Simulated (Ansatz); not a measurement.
# TiTe2 (model cell, started as rutile): phonons and vibrational spectra, part 2 of 2

How does TiTe2 (model cell, started as rutile) vibrate, and is this structure a minimum?

Ansatz 0.2.0; DFT PBEsol, scalar-relativistic, plane waves, PAW.

So far. Step 4 (Relaxing to small forces for the phonons): The largest force component left is 0.37 meV/Å and the pressure is -0.002 GPa, within the tolerances set. The cell now holds 27.13 Å³/atom. The relaxed cell has a = 6.690, c = 3.637 Å (conventional setting).

The structure was built from a prototype and need not be the compound's stable phase.

### 5. Zone-centre response

The zone centre comes first: it holds the modes that light can see, as far as symmetry allows. No field response is asked, since the mesh shows no gap.

input.yaml reads:

```yaml
crystal:
  lattice:
    - [6.6897527921, 0.0, 0.0]
    - [0.0, 6.6897527921, 0.0]
    - [0.0, 0.0, 3.6367582131]
  atoms:
    - { symbol: Ti, position: [0.0, 0.0, 0.0] }
    - { symbol: Ti, position: [0.5, 0.5, 0.5] }
    - { symbol: Te, position: [0.2934602054, 0.2934602054, 0.0] }
    - { symbol: Te, position: [0.7065397946, 0.7065397946, 0.0] }
    - { symbol: Te, position: [0.7934602054, 0.2065397946, 0.5] }
    - { symbol: Te, position: [0.2065397946, 0.7934602054, 0.5] }
kpoints:
  mp_grid: { grid: [6, 6, 8] }
hamiltonian:
  xc: pbesol
scf:
  occupations: { method: methfessel_paxton, width: 0.15 }
output:
  eigenvalues: true
phonons:
  method: dfpt
```

Command:

```
$ ansatz run input.yaml --threads 8 --pin off --max-ram 14336MiB --backend cpu --events-out ev --progress --plain --runs-dir out
```

Numbers of over 12 decimals in the logs are rounded to 6 here.

The program printed:

```text
zone centre: on kpoints.mp_grid the ground state, and the responses unless they are solved on pairs of k-points, stand on 100 of the mesh's 288 k-points, reduced under 2 symmetry operations, with k and −k counted as one. Each operation leaves every solved displacement unchanged or reverses it
[...]
Crystal: 6 atoms, lattice volume = 162.755 Å³
Basis set: ecut = 420 eV, 3141 PW (Γ), exchange–correlation on 96×96×60 points (8 copies of the dense FFT grid, shifted against one another)
Bands: 53, of which v1, the nominal top of the filled ones, is band 44 counted from 1 (43 counted from 0)
Symmetry: 16 space group operations
k-points: 100 of 288 (irreducible under 2 space group operations, time reversal used)
[...]
SCF iter   1: F=—  HF=-32557.406398 eV  |F-HF|=—  |Δ(HF+E_count)|=         —  Δρ=3.41e-3  dr2=2.39e-2  ethr=1.77e-3  ⟨swp⟩=7.6  Hψ=20427  notcnv=0
[...]
SCF iter  10: F=-32557.395774 eV  HF=-32557.395774 eV  |F-HF|=3.27e-11  |Δ(HF+E_count)|=  1.46e-11  S|Δr|=    0.00e0  Δρ=1.26e-8  dr2=1.98e-13  ethr=1.00e-12  ⟨swp⟩=11.5  Hψ=24340  notcnv=0
SCF 1 converged in 10 iterations: F = -32557.395774 eV  dr2 = 1.98e-13
[...]
DFPT response loops at Γ: preconditioner auto → Kerker (q_TF=auto, 2.463 Å⁻¹) (partly filled bands, converged f_vac=0.037); β = 1.00, the filter's whole step (`scf.mixing.beta` (0.50) is not read by the response loops under this deck's `scf.mixing.preconditioner`; to damp them name `kerker` or `kerker_dos`, under which they read `scf.mixing.beta`, and type it under 1.00, their step now; both keys bind the ground state too); Broyden in place of MSR1
SCF converged after 10 iterations
[...]
Free energy (F): -32557.395774 eV
[...]
Internal energy: -32557.393738 eV  (E = F + TS)
E sigma→0 (E₀):  -32557.395265 eV
Entropy (-TS):   -0.002036 eV (-0.339 meV/atom)
Fermi energy:    9.992249 eV
[...]
--- Band table (eV; the first three rows and the last of 100) ---
  k-point 0: bands = [... 40 lower, 9.5431, 9.7199, 9.7450, 10.3157, 10.3157, 10.5934, 10.5934, 11.2681, ... 5 higher]
  k-point 1: bands = [... 40 lower, 9.3624, 9.7439, 9.7439, 9.8408, 10.1612, 10.8219, 11.0014, 11.0014, ... 5 higher]
  k-point 2: bands = [... 40 lower, 8.0053, 8.9072, 8.9072, 10.1084, 10.2365, 10.5680, 10.8459, 11.2943, ... 5 higher]
  k-point 99: bands = [... 40 lower, 8.8251, 8.8251, 9.1512, 9.1512, 10.6945, 10.6945, 10.7879, 10.7879, ... 5 higher]
--- Phonons (Γ-DFPT): 4 representative perturbations + reference, on 100 of 288 k-points (Σ response iterations 13) ---
  k mesh reduced under 2 symmetry operations, with k and −k counted as one. Each operation leaves every solved displacement unchanged or reverses it
  ASR residual: 5.650e-5 → 0.000e0 eV/Å²; symmetrization residual: 1.367e-5 eV/Å²
  ASR residual per site (eV/Å²): 2.60e-5 2.60e-5 5.65e-5 5.65e-5 5.65e-5 5.65e-5
  Γ frequencies (cm⁻¹): 0.00 0.00 0.00 20.46 78.54 78.54 80.11 84.61 106.56 106.56 141.14 143.00 152.24 172.17 198.58 198.58 292.93 292.93
  non-analytic LO–TO correction: not included (Born effective charges unavailable; polar crystals: no LO–TO splitting at Γ)
```

Wall time 80 s (8 threads of Arm Neoverse V1, shared host); peak memory 3.1 GiB; 10 min of CPU time.

This step gave:

```
sum-rule residual before enforcement                    : 5.65e-5 eV/Å²
point group                                             : 4/mmm
highest optical mode at the zone centre (no LO-TO term) : 292.9 cm⁻¹
lowest optical zone-centre mode                         : 20.46 cm⁻¹
```

Patterns of degenerate modes are one choice out of their space. The modes at Γ (shares of kinetic energy by element, %):

```tsv
mode	frequency (cm⁻¹)	symmetry	Ti %	Te %
1	0.0	acoustic	16	84
2	0.0	acoustic	16	84
3	0.0	acoustic	16	84
4	20.5	B1g	0	100
5	78.5	Eu	13	87
6	78.5	Eu	13	87
7	80.1	B1u	4	96
8	84.6	A2g	0	100
9	106.6	Eg	0	100
10	106.6	Eg	0	100
11	141.1	A2u	84	16
12	143.0	B1u	96	4
13	152.2	A1g	0	100
14	172.2	B2g	0	100
15	198.6	Eu	82	18
16	198.6	Eu	82	18
17	292.9	Eu	89	11
18	292.9	Eu	89	11
```

Displacements in mode 4 (20.5 cm⁻¹), the largest set to 1:
```
Ti1  0.00  0.00  0.00
Ti2  0.00  0.00  0.00
Te3  1.00 -1.00  0.00
Te4 -1.00  1.00  0.00
Te5  1.00  1.00  0.00
Te6 -1.00 -1.00  0.00
```

Displacements in mode 17 (292.9 cm⁻¹), the largest set to 1:
```
Ti1  1.00 -0.93  0.00
Ti2 -0.37  0.00  0.00
Te3  0.03  0.02  0.00
Te4  0.03  0.02  0.00
Te5 -0.15  0.15  0.00
Te6 -0.15  0.15  0.00
```

Before it was imposed, the acoustic sum rule was missed by 5.6e-5 eV/Å². Small misses are needed for a sound result but don't prove that mesh and cutoff are converged. The lowest optical mode is real, 20.5 cm⁻¹.

### 6. The dispersion

The mesh has a single point along some directions, so zone-edge points there are not solved. Linear response on a 1×1×2 q mesh gives force constants as far as a supercell of that size would.

Edit input.yaml of step 5 so:

```diff
@@ -22 +22,9 @@
   method: dfpt
+  qmesh: [1, 1, 2]
+  temperatures: { t_max: 1000, t_step: 50 }
+  qpath:
+    path:
+      - [[0.0, 0.0, 0.0], [0.0, 0.5, 0.0], [0.5, 0.5, 0.0], [0.0, 0.0, 0.0], [0.0, 0.0, 0.5], [0.0, 0.5, 0.5], [0.5, 0.5, 0.5], [0.0, 0.0, 0.5]]
+      - [[0.0, 0.5, 0.0], [0.0, 0.5, 0.5]]
+      - [[0.5, 0.5, 0.0], [0.5, 0.5, 0.5]]
+    npoints: 10
```

The program printed:

```text
[...]
Crystal: 6 atoms, lattice volume = 162.755 Å³
Basis set: ecut = 420 eV, 3141 PW (Γ), exchange–correlation on 96×96×60 points (8 copies of the dense FFT grid, shifted against one another)
Bands: 53, of which v1, the nominal top of the filled ones, is band 44 counted from 1 (43 counted from 0)
Symmetry: 16 space group operations
k-points: 50 of 288
[...]
SCF iter   1: F=—  HF=-32557.406409 eV  |F-HF|=—  |Δ(HF+E_count)|=         —  Δρ=3.41e-3  dr2=2.40e-2  ethr=1.77e-3  ⟨swp⟩=7.5  Hψ=10187  notcnv=0
[...]
SCF iter  10: F=-32557.395774 eV  HF=-32557.395774 eV  |F-HF|=3.64e-12  |Δ(HF+E_count)|=  3.64e-12  S|Δr|=    0.00e0  Δρ=1.26e-8  dr2=2.01e-13  ethr=1.00e-12  ⟨swp⟩=11.5  Hψ=12130  notcnv=0
SCF 1 converged in 10 iterations: F = -32557.395774 eV  dr2 = 2.01e-13
[...]
phonons: the bands overlap, so this run is a metal and interpolates without the dipole-dipole term. If the crystal is really an insulator or semiconductor, its LO-TO splitting is missing
NSCF: frozen V_eff on 50 k-points
[...]
DFPT response loops at q = (0, 0, 0) (fractional): preconditioner auto → Kerker (q_TF=auto, 2.463 Å⁻¹) (partly filled bands, converged f_vac=0.037); β = 1.00, the filter's whole step (`scf.mixing.beta` (0.50) is not read by the response loops under this deck's `scf.mixing.preconditioner`; to damp them name `kerker` or `kerker_dos`, under which they read `scf.mixing.beta`, and type it under 1.00, their step now; both keys bind the ground state too); Broyden in place of MSR1
[...]
SCF converged after 10 iterations
[...]
Free energy (F): -32557.395774 eV
[...]
Internal energy: -32557.393738 eV  (E = F + TS)
E sigma→0 (E₀):  -32557.395265 eV
Entropy (-TS):   -0.002036 eV (-0.339 meV/atom)
Fermi energy:    9.992249 eV
[...]
--- Band table (eV; the first three rows and the last of 50) ---
  k-point 0: bands = [... 40 lower, 9.5431, 9.7199, 9.7450, 10.3157, 10.3157, 10.5934, 10.5934, 11.2681, ... 5 higher]
  k-point 1: bands = [... 40 lower, 9.3624, 9.7439, 9.7439, 9.8408, 10.1612, 10.8219, 11.0014, 11.0014, ... 5 higher]
  k-point 2: bands = [... 40 lower, 8.0053, 8.9072, 8.9072, 10.1084, 10.2365, 10.5680, 10.8459, 11.2943, ... 5 higher]
  k-point 49: bands = [... 40 lower, 8.8251, 8.8251, 9.1512, 9.1512, 10.6945, 10.6945, 10.7879, 10.7879, ... 5 higher]
--- Phonons (Γ-DFPT): 4 representative perturbations + reference (Σ response iterations 13) ---
  ASR residual: 6.080e-5 → 0.000e0 eV/Å²; symmetrization residual: 2.083e-5 eV/Å²
  ASR residual per site (eV/Å²): 2.61e-5 2.61e-5 6.08e-5 6.08e-5 6.08e-5 6.08e-5
[...]
--- Phonons (arbitrary-q DFPT): 2 irreducible q on the 1×1×2 mesh ---
  q = [0.0000, 0.0000, 0.0000] (star 1, of the zone-centre solve; hermiticity 4.33e-6, symmetrization 8.52e-12): -0.00 -0.00 0.00 20.46 78.54 78.54 80.11 84.61 106.56 106.56 141.14 143.00 152.24 172.17 198.58 198.58 292.93 292.93
  q = [0.0000, 0.0000, -0.5000] (star 1, 4 solved perturbations in 330 linear systems a pass and spin channel, the states on 100 of 288 k-point pairs; hermiticity 2.15e-6, symmetrization 6.92e-12): 46.75 46.75 62.61 62.61 113.18 113.18 130.17 130.17 136.21 136.21 143.32 143.32 201.95 201.95 228.07 228.07 263.84 263.84
  sum rule: each row above includes the acoustic sum rule's correction from the zone centre's row sums; it moved no ω² by more than (0.39 cm⁻¹)²
  mesh force constants: q→R imaginary residual 0.00e0; ASR residual 6.080e-5 → 0.000e0 eV/Å²; symmetrization residual 7.994e-15 eV/Å²
  interpolated dispersion: 93 rows × 18 modes
  density of states and harmonic sums: on the 9×9×18 q-mesh, interpolated from the force constants of a 1×1×2 supercell (no non-analytic term)
  largest difference from the sums on the solved wave vectors: F 3.07e-1 eV, S 4.36e-4 and C_V 1.29e-4 eV/K
  zero-point energy: 0.153924 eV/cell   skipped modes (ω ≤ 0): 3   left out of the sums: 1.14e-4 of the cell's modes: C_V's classical limit lies that fraction below 3 k_B per atom; for a crystal, a wire or a layer, F and S can be off by more, and a phonons.interpolated_qmesh denser along its periods is the remedy for the sampling
```

Elapsed: 2.3 min, on 8 threads; peak memory 2.7 GiB.

This step gave:

```
sum-rule residual before enforcement                          : 6.08e-5 eV/Å²
lowest mode on the q mesh (acoustic modes at Γ apart)         : 20.46 cm⁻¹
highest frequency at a solved wavevector (no LO-TO term at Γ) : 292.9 cm⁻¹
```

Frequencies (cm⁻¹) solved at each irreducible wavevector; negative means imaginary. Frequencies by wavevector, by row:

```tsv
q in reciprocal lattice units	star	mode 1	mode 2	mode 3	mode 4	mode 16	mode 17	mode 18
0 0 0	1	0	0	0	20.5	198.6	292.9	292.9
0 0 -0.5	1	46.8	46.8	62.6	62.6	228.1	263.8	263.8
```

Symmetry leaves 2 wavevectors to solve. The lowest mode among them, the acoustic zeros apart, lies at Γ and is real, 20.5 cm⁻¹.

### 7. Outcome

* space group after relaxation (within 0.01 Å): P4_2/mnm
* volume per atom: 27.1 Å³
* electronic character: no gap on this mesh
* highest optical mode at the zone centre (no LO-TO term): 293 cm⁻¹
* lowest optical zone-centre mode: 20.5 cm⁻¹
* lowest mode on the q mesh (acoustic modes at Γ apart): 20.5 cm⁻¹
* imaginary modes on the 1×1×2 q mesh: none

The structure is a minimum as far as tested: no mode is imaginary at the 2 irreducible wavevectors of the 1×1×2 mesh, and the softest away from the acoustic zeros lies at 20 cm⁻¹. The optical modes at Γ span 20 to 293 cm⁻¹. The highest mode in this list at Γ, 292.9 cm⁻¹, is mostly motion of Ti (89 % of the kinetic energy). The q mesh is too sparse to interpolate, so only the solved wavevectors are given. With no gap, or one that is small against the smearing, the frequencies hang on the k mesh and the smearing, most of all near Kohn anomalies. A semilocal functional can close a gap that the real compound would have, so the metallic treatment may be an artefact of the level. Spin-orbit coupling is left out, which can matter for the heavy elements here. The starting cell was built on a prototype and not taken from a measurement, so the phase need not exist. These are harmonic frequencies at zero temperature: anharmonic shifts, linewidths and thermal expansion are left out.

[Logs are printed without paths, hosts, clocks, repeated set-up lines and the standing remarks that a program may print on its own settings, such as how far it seeks lower states.]

[Hosts, paths, dates, database ids (printed as entryN), source tags and the programs' standing remarks are cut or masked in the printed files.]
